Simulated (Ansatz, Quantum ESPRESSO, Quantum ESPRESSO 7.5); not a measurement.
# Ballistic transmission: Mo chain with one atom pushed 0.5 Å aside at constant bond length

Wanted: the transmission near the Fermi level and the conductance of this junction: Mo chain with one atom pushed 0.5 Å aside at constant bond length.

Main program and level: Quantum ESPRESSO 7.5; plane-wave DFT, LDA, GBRV ultrasoft pseudopotentials (cross-check by Ansatz 0.2.0 with PAW datasets).

## 1. Set-up

The cell holds 15 atoms: 15 Mo. Its edges and angles: a = 7.500 Å, b = 7.500 Å, c = 33.637 Å, α = 90.0°, β = 90.0°, γ = 90.0°. Regions: left lead, 7 atoms (7 Mo); channel, 1 atom (1 Mo); right lead, 7 atoms (7 Mo). Vacuum lies along a and b. The structure is stacked along c, and the current runs across the ab planes.

## 2. Self-consistent run

One periodic cell holds a stretch of lead, the junction and more lead; the atoms stay as built.

scf.in

```
&control
  prefix = 'scf'
  outdir = './out'
  pseudo_dir = './pseudo'
  calculation = 'scf'
  tprnfor = .true.
/
&system
  ibrav = 0
  nat = 15
  ntyp = 1
  ecutwfc = 34
  ecutrho = 170
  occupations = 'smearing'
  smearing = 'mv'
  degauss = 0.01
/
&electrons
  conv_thr = 1e-07
  mixing_beta = 0.25
  electron_maxstep = 120
  mixing_mode = 'local-TF'
/
ATOMIC_SPECIES
  Mo  95.9500  mo_lda_v1.uspp.F.UPF
CELL_PARAMETERS angstrom
  7.50000000000000 0.00000000000000 0.00000000000000
  0.00000000000000 7.50000000000000 0.00000000000000
  0.00000000000000 0.00000000000000 33.63748219369606
ATOMIC_POSITIONS crystal
  Mo  0.500000000000 0.500000000000 0.000000000000
  Mo  0.500000000000 0.500000000000 0.066889667516
  Mo  0.500000000000 0.500000000000 0.133779335031
  Mo  0.500000000000 0.500000000000 0.200669002547
  Mo  0.500000000000 0.500000000000 0.267558670063
  Mo  0.500000000000 0.500000000000 0.334448337578
  Mo  0.500000000000 0.500000000000 0.401338005094
  Mo  0.566666667000 0.500000000000 0.466555166242
  Mo  0.500000000000 0.500000000000 0.531772327390
  Mo  0.500000000000 0.500000000000 0.598661994906
  Mo  0.500000000000 0.500000000000 0.665551662422
  Mo  0.500000000000 0.500000000000 0.732441329937
  Mo  0.500000000000 0.500000000000 0.799330997453
  Mo  0.500000000000 0.500000000000 0.866220664969
  Mo  0.500000000000 0.500000000000 0.933110332484
K_POINTS automatic
  1 1 3 0 0 0
```

On the command line:

```bash
$ OMP_NUM_THREADS=1 mpirun -n 4 pw.x -nk 1 -in scf.in > scf.out
```

Log:

```text
Program PWSCF v.7.5 starts
[citation notice left out]

     Parallel version (MPI & OpenMP), running on       4 processor cores
     Number of MPI processes:                 4
     Threads/MPI process:                     1

     MPI processes distributed on     1 nodes
[...]
Current dimensions of program PWSCF are:
     Max number of different atomic species (ntypx) = 10
     Max number of k-points (npk) =  40000
     Max angular momentum in pseudopotentials (lmaxx) =  4
     Message from routine setup:
     using ibrav=0 with symmetry is DISCOURAGED, use correct ibrav instead

     R & G space division:  proc/nbgrp/npool/nimage =       4
     Subspace diagonalization in iterative solution of the eigenvalue problem:
     a serial algorithm will be used

     Parallelization info
     --------------------
     sticks:   dense  smooth     PW     G-vecs:    dense   smooth      PW
     Min         677     544    138               119537    85496   10878
     Max         678     545    139               119562    85511   10891
     Sum        2709    2177    553               478179   342011   43535

     Using Slab Decomposition

     bravais-lattice index     =            0
     lattice parameter (alat)  =      14.1729  a.u.
     unit-cell volume          =   12768.5802 (a.u.)^3
     number of atoms/cell      =           15
     number of atomic types    =            1
     number of electrons       =       210.00
     number of Kohn-Sham states=          126
     kinetic-energy cutoff     =      34.0000  Ry
     charge density cutoff     =     170.0000  Ry
     scf convergence threshold =      1.0E-07
     mixing beta               =       0.2500
     number of iterations used =            8  local-TF  mixing
     Exchange-correlation= SLA  PZ   NOGX NOGC
                           (   1   1   0   0   0   0   0)

     celldm(1)=  14.172946  celldm(2)=   0.000000  celldm(3)=   0.000000
     celldm(4)=   0.000000  celldm(5)=   0.000000  celldm(6)=   0.000000

     crystal axes: (cart. coord. in units of alat)
               a(1) = (   1.000000   0.000000   0.000000 )
               a(2) = (   0.000000   1.000000   0.000000 )
               a(3) = (   0.000000   0.000000   4.484998 )

     reciprocal axes: (cart. coord. in units 2 pi/alat)
               b(1) = (  1.000000  0.000000  0.000000 )
               b(2) = (  0.000000  1.000000  0.000000 )
               b(3) = (  0.000000  0.000000  0.222966 )

     PseudoPot. # 1 for Mo read from file:
     ./pseudo/mo_lda_v1.uspp.F.UPF
     Pseudo is Ultrasoft + core correction, Zval = 14.0
     Generated by new atomic code, or converted to UPF format
     Using radial grid of  889 points,  6 beta functions with:
                l(1) =   0
                l(2) =   0
                l(3) =   1
                l(4) =   1
                l(5) =   2
                l(6) =   2
     Q(r) pseudized with  6 coefficients,  rinner =    1.000   1.000   1.000
                                                       1.000   1.000

     atomic species   valence    mass     pseudopotential
     Mo               14.00    95.95000     Mo( 1.00)

      2 Sym. Ops. (no inversion) found

   Cartesian axes

     site n.     atom                  positions (alat units)
         1        Mo     tau(   1) = (   0.5000000   0.5000000   0.0000000  )
         2        Mo     tau(   2) = (   0.5000000   0.5000000   0.3000000  )
         3        Mo     tau(   3) = (   0.5000000   0.5000000   0.6000000  )
         4        Mo     tau(   4) = (   0.5000000   0.5000000   0.9000000  )
         5        Mo     tau(   5) = (   0.5000000   0.5000000   1.2000000  )
         6        Mo     tau(   6) = (   0.5000000   0.5000000   1.5000000  )
         7        Mo     tau(   7) = (   0.5000000   0.5000000   1.8000000  )
         8        Mo     tau(   8) = (   0.5666667   0.5000000   2.0924988  )
         9        Mo     tau(   9) = (   0.5000000   0.5000000   2.3849976  )
        10        Mo     tau(  10) = (   0.5000000   0.5000000   2.6849976  )
        11        Mo     tau(  11) = (   0.5000000   0.5000000   2.9849976  )
        12        Mo     tau(  12) = (   0.5000000   0.5000000   3.2849976  )
        13        Mo     tau(  13) = (   0.5000000   0.5000000   3.5849976  )
        14        Mo     tau(  14) = (   0.5000000   0.5000000   3.8849976  )
        15        Mo     tau(  15) = (   0.5000000   0.5000000   4.1849976  )

     number of k points=     2  Marzari-Vanderbilt smearing, width (Ry)=  0.0100
                       cart. coord. in units 2pi/alat
        k(    1) = (   0.0000000   0.0000000   0.0000000), wk =   0.6666667
        k(    2) = (   0.0000000   0.0000000   0.0743219), wk =   1.3333333

     Dense  grid:   478179 G-vectors     FFT dimensions: (  60,  60, 270)

     Smooth grid:   342011 G-vectors     FFT dimensions: (  54,  54, 240)

     Estimated max dynamical RAM per process >     591.72 MB

     Estimated total dynamical RAM >       2.31 GB

     Check: negative core charge=   -0.000002

     Initial potential from superposition of free atoms

     starting charge     209.9872, renormalised to     210.0000

     negative rho (up, down):  1.422E-02 0.000E+00
     Starting wfcs are  195 randomized atomic wfcs

     total cpu time spent up to now is        4.2 secs

     per-process dynamical memory:   157.4 Mb

     Self-consistent Calculation

     iteration #  1     ecut=    34.00 Ry     beta= 0.25
     Davidson diagonalization with overlap
     ethr =  1.00E-02,  avg # of iterations =  2.0

     negative rho (up, down):  3.460E-03 0.000E+00

     total cpu time spent up to now is       11.9 secs

     total energy              =   -2087.46994686 Ry
     estimated scf accuracy    <       3.33851036 Ry

     iteration #  2     ecut=    34.00 Ry     beta= 0.25
[...]
negative rho (up, down):  5.183E-05 0.000E+00

[...]
total energy              =   -2086.18721672 Ry
     estimated scf accuracy    <       2.44666662 Ry

     iteration #  3     ecut=    34.00 Ry     beta= 0.25
[...]
negative rho (up, down):  5.761E-05 0.000E+00

[...]
total energy              =   -2086.72866525 Ry
     estimated scf accuracy    <       0.20388332 Ry

     iteration #  4     ecut=    34.00 Ry     beta= 0.25
[...]
negative rho (up, down):  1.121E-04 0.000E+00

[...]
total energy              =   -2086.74077332 Ry
     estimated scf accuracy    <       0.10163766 Ry

[...]
total energy              =   -2086.71067691 Ry
     estimated scf accuracy    <       0.04529713 Ry

     iteration #  7     ecut=    34.00 Ry     beta= 0.25
[...]
negative rho (up, down):  7.211E-04 0.000E+00

[...]
total energy              =   -2086.71601543 Ry
     estimated scf accuracy    <       0.01033760 Ry

     iteration #  8     ecut=    34.00 Ry     beta= 0.25
[...]
negative rho (up, down):  6.791E-03 0.000E+00

[...]
total energy              =   -2086.71773531 Ry
     estimated scf accuracy    <       0.00252284 Ry

     iteration #  9     ecut=    34.00 Ry     beta= 0.25
[...]
negative rho (up, down):  6.365E-03 0.000E+00

[...]
total energy              =   -2086.71878011 Ry
     estimated scf accuracy    <       0.00732457 Ry

     iteration # 10     ecut=    34.00 Ry     beta= 0.25
[...]
negative rho (up, down):  6.398E-03 0.000E+00

[...]
total energy              =   -2086.71838474 Ry
     estimated scf accuracy    <       0.00197900 Ry

     iteration # 11     ecut=    34.00 Ry     beta= 0.25
[...]
negative rho (up, down):  9.979E-03 0.000E+00

[...]
total energy              =   -2086.71883445 Ry
     estimated scf accuracy    <       0.00010041 Ry

     iteration # 12     ecut=    34.00 Ry     beta= 0.25
[...]
negative rho (up, down):  1.073E-02 0.000E+00

[...]
total energy              =   -2086.71886230 Ry
     estimated scf accuracy    <       0.00001847 Ry

     iteration # 13     ecut=    34.00 Ry     beta= 0.25
[...]
negative rho (up, down):  1.159E-02 0.000E+00

[...]
total energy              =   -2086.71886762 Ry
     estimated scf accuracy    <       0.00000876 Ry

     iteration # 14     ecut=    34.00 Ry     beta= 0.25
[...]
negative rho (up, down):  1.215E-02 0.000E+00

[...]
total energy              =   -2086.71886837 Ry
     estimated scf accuracy    <       0.00000320 Ry

     iteration # 15     ecut=    34.00 Ry     beta= 0.25
[...]
negative rho (up, down):  1.246E-02 0.000E+00

[...]
total energy              =   -2086.71886924 Ry
     estimated scf accuracy    <       0.00000045 Ry

     iteration # 16     ecut=    34.00 Ry     beta= 0.25
[...]
negative rho (up, down):  1.254E-02 0.000E+00

[...]
total energy              =   -2086.71886938 Ry
     estimated scf accuracy    <       0.00000014 Ry

     iteration # 17     ecut=    34.00 Ry     beta= 0.25
[...]
negative rho (up, down):  1.262E-02 0.000E+00

[...]
total energy              =   -2086.71886940 Ry
     estimated scf accuracy    <       0.00000011 Ry

     iteration # 18     ecut=    34.00 Ry     beta= 0.25
[...]
negative rho (up, down):  1.252E-02 0.000E+00

[...]
End of self-consistent calculation

          k = 0.0000 0.0000 0.0000 ( 42757 PWs)   bands (ev):

   -62.5184 -62.4862 -62.4854 -62.3927 -62.3924 -62.2534 -62.2507 -62.0888
   -62.0828 -61.9220 -61.9214 -61.7899 -61.7895 -61.7161 -61.7158 -38.4961
   -38.4758 -38.1829 -38.1618 -37.5990 -37.5809 -36.8473 -36.8168 -36.5195
   -36.5149 -36.4956 -36.4942 -36.4941 -36.4747 -36.4253 -36.4246 -36.4223
   -36.4005 -36.3216 -36.3201 -36.3192 -36.3111 -36.2213 -36.2097 -36.2004
   -36.1953 -36.1245 -36.0932 -36.0785 -36.0781 -36.0265 -35.9951 -35.9836
   -35.9828 -35.9525 -35.9334 -35.9311 -35.9300 -35.8551 -35.8059 -35.1037
   -35.0740 -34.5344 -34.5095 -34.3116  -5.8018  -5.4675  -5.3313  -4.8739
    -4.8735  -4.8427  -4.7911  -4.5756  -4.5482  -4.4851  -4.4517  -4.1687
    -4.1277  -3.7415  -3.7116  -3.6709  -3.5780  -3.0768  -2.9721  -2.9611
    -2.9344  -2.9267  -2.7378  -2.6985  -2.5758  -2.5719  -2.4585  -2.4206
    -2.3968  -2.3823  -2.3504  -2.3132  -2.2595  -2.2540  -2.1292  -2.1217
    -2.0940  -2.0870  -1.8376  -1.8275  -1.7956  -1.7930  -1.7734  -1.7721
    -1.6314  -1.6011  -1.5245  -1.4933  -1.3735  -1.3721  -1.2449  -1.2447
    -1.1501  -1.1453  -0.8884  -0.8875  -0.8603  -0.8579  -0.6495  -0.5790
    -0.5290  -0.4907  -0.4781  -0.4641  -0.3334  -0.3235

          k = 0.0000 0.0000 0.0743 ( 42766 PWs)   bands (ev):

   -62.5147 -62.5038 -62.4610 -62.4297 -62.3500 -62.3030 -62.1983 -62.1424
   -62.0293 -61.9742 -61.8727 -61.8284 -61.7576 -61.7328 -61.7075 -38.5225
   -38.4151 -38.3089 -38.0052 -37.8093 -37.3500 -37.0943 -36.5861 -36.5168
   -36.5130 -36.5085 -36.5004 -36.4762 -36.4624 -36.4528 -36.4456 -36.3932
   -36.3833 -36.3648 -36.3582 -36.2939 -36.2807 -36.2591 -36.2394 -36.1880
   -36.1566 -36.1497 -36.1164 -36.0813 -36.0548 -36.0429 -36.0110 -35.9995
   -35.9788 -35.9603 -35.9459 -35.9426 -35.9309 -35.9245 -35.5871 -35.3309
   -34.8688 -34.6768 -34.4081 -34.3343  -5.7684  -5.6020  -5.1400  -4.9042
    -4.9038  -4.8072  -4.7709  -4.7082  -4.6382  -4.4694  -4.2905  -4.2583
    -4.0089  -3.9811  -3.7620  -3.4130  -3.3567  -3.2110  -3.0727  -3.0576
    -3.0224  -2.8550  -2.7580  -2.7017  -2.5355  -2.4381  -2.4284  -2.4012
    -2.3920  -2.3769  -2.3619  -2.3007  -2.2409  -2.2389  -2.2101  -2.1391
    -2.0880  -2.0484  -1.9940  -1.9792  -1.8980  -1.8614  -1.7916  -1.6331
    -1.6263  -1.5906  -1.4512  -1.4278  -1.3872  -1.2564  -1.2030  -1.1387
    -1.0681  -1.0552  -0.9776  -0.9273  -0.8312  -0.7213  -0.6958  -0.6844
    -0.6494  -0.5943  -0.4872  -0.4118  -0.3931  -0.3390

     the Fermi energy is    -1.5991 ev

!    total energy              =   -2086.71886937 Ry
     estimated scf accuracy    <       0.00000008 Ry
     smearing contrib. (-TS)   =       0.00096235 Ry
     internal energy E=F+TS    =   -2086.71983172 Ry

     The total energy is F=E-TS. E is the sum of the following terms:
     one-electron contribution =   -2902.29574961 Ry
     hartree contribution      =    1408.86065327 Ry
     xc contribution           =    -284.80567510 Ry
     ewald contribution        =    -308.47906028 Ry

     convergence has been achieved in  18 iterations

     negative rho (up, down):  1.252E-02 0.000E+00

     Forces acting on atoms (cartesian axes, Ry/au):

     atom    1 type  1   force =     0.00034246    0.00000000   -0.00436527
     atom    2 type  1   force =    -0.00092981    0.00000000    0.00405455
     atom    3 type  1   force =     0.00149285    0.00000000   -0.00359434
     atom    4 type  1   force =    -0.00171835    0.00000000    0.00269466
     atom    5 type  1   force =     0.00204649    0.00000000   -0.00180443
     atom    6 type  1   force =     0.00179739    0.00000000    0.00053127
     atom    7 type  1   force =    -0.00296112    0.00000000    0.00386358
     atom    8 type  1   force =    -0.00014967    0.00000000   -0.00000001
     atom    9 type  1   force =    -0.00295950    0.00000000   -0.00386862
     atom   10 type  1   force =     0.00180089    0.00000000   -0.00053290
     atom   11 type  1   force =     0.00204465    0.00000000    0.00180088
     atom   12 type  1   force =    -0.00171506    0.00000000   -0.00268735
     atom   13 type  1   force =     0.00149460    0.00000000    0.00360435
     atom   14 type  1   force =    -0.00093013    0.00000000   -0.00406232
     atom   15 type  1   force =     0.00034430    0.00000000    0.00436597

     Total force =     0.013897     Total SCF correction =     0.000734

[...]
=------------------------------------------------------------------------------=
   JOB DONE.
=------------------------------------------------------------------------------=
```

Elapsed: 2.6 min, on 4 MPI ranks of Arm Neoverse V2, shared host; peak memory 2.3 GiB.

Numbers from this step:

| Item | Value |
| --- | --- |
| free energy | -28391.2566 eV |
| Fermi energy | -1.599 eV |

The program's own clock; routines nest. Time by routine:

```
     routine  wall time (s)  calls
       PWSCF          154.3      1
   electrons          148.4      1
     c_bands          112.7     18
     cegterg          110.9     36
       h_psi          63.72    190
        fftw          47.76  26798
    vloc_psi          42.28    190
    sum_band          20.09     18
      calbec          15.54    234
  add_vuspsi          10.47    190
       s_psi          10.46    190
h_psi:calbec          10.45    190
     mix_rho           8.93     18
        newd            6.7     19
```

The run needed 18 iterations to bring the estimated error under 1e-07 Ry; the largest force on any atom, held or free, is 0.13 eV/Å.

(Continued in part 2 of 4.)

[Logs are printed without paths, hosts, clocks, repeated set-up lines and the standing remarks that a program may print on its own settings, such as how far it seeks lower states.]

[Hosts, paths, dates, database ids (printed as entryN), source tags and the programs' standing remarks are cut or masked in the printed files.]

[Maps of the electrostatic potential energy from Ansatz leave out the sawtooth potential of an applied field or a dipole correction, so their vacuum need not be flat; planar profiles and work functions include it.]
